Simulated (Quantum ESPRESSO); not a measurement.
Entries from a set of simulations; values are calculated unless marked as measured.

**NiO: energy against a fixed spin moment**

The structure is cubic, space group Fm-3m (No. 225). Conventional cell: a = 4.172 Å, b = 4.172 Å, c = 4.172 Å, α = 90.00°, β = 90.00°, γ = 90.00°. Nearest to Ni lie 6 O at 2.09 Å. O has 6 Ni at 2.09 Å nearest. Farther neighbours and most contacts between anions are not listed.

```
CELL_PARAMETERS angstrom
0.00000 2.08590 2.08590
2.08590 0.00000 2.08590
2.08590 2.08590 0.00000
ATOMIC_POSITIONS crystal
Ni 0.00000 0.00000 0.00000
O 0.50000 0.50000 0.50000
```

```yaml
method: PBE; plane waves with GBRV 1.5 PBE potentials, no spin-orbit coupling (and 1 further level or step)
program: Quantum ESPRESSO 7.5
settings_of_one_run: GBRV 1.5 PBE, potential files Ni: ni_pbe_v1.4.uspp.F.UPF, O: o_pbe_v1.2.uspp.F.UPF, cutoff 544.23 eV, 8×8×8 k-mesh, 20 bands, fermi-dirac occupations, smearing width 0.1 eV, collinear spin, SCF threshold 4.00e-9, starting moments 2 0 μB
cost: 9 runs, 49 s in all on 2 MPI ranks of Intel Xeon 6975P-C (Granite Rapids), shared host (the runs of this entry)
notes: The run is spin-polarised, with a total moment of 1.32 μB a cell (absolute 1.33). The cell holds one seeded atom, so opposed orders, which may lie lower, cannot form in it. No Hubbard term acts here. In such compounds local and semilocal functionals without one often delocalise the d electrons, and can shrink or lose moments and miss the size, sign and order of the couplings. The smearing term is large for its width, so states at the Fermi level are partly filled: at this level the cell is a metal or has a gap of a few widths at most.
moment_of_the_free_run: 1.33 μB a cell
energy_at_zero_total_moment: 41.6 meV a cell over the lowest
delta_e_delta_m2_from_the_lowest_point_to_1p60_and_to_0p96_mu_b: 43 and 31 meV/μB²
```

At zero total moment the site moments vanish, so the 42 meV a cell is the energy of forming them. The points show one minimum alone.

[Logs and program files are shortened in this print: banners, set-up blocks, solver, clock and traceback lines can be left out without a mark of their own.]

[Logs are printed without paths, hosts, clocks, repeated set-up lines and the standing remarks that a program may print on its own settings, such as how far it seeks lower states.]

[Hosts, paths, dates, database ids (printed as entryN), source tags and the programs' standing remarks are cut or masked in the printed files.]

[Where a cell is said to come from a database of computed structures, the database is the Materials Project.]
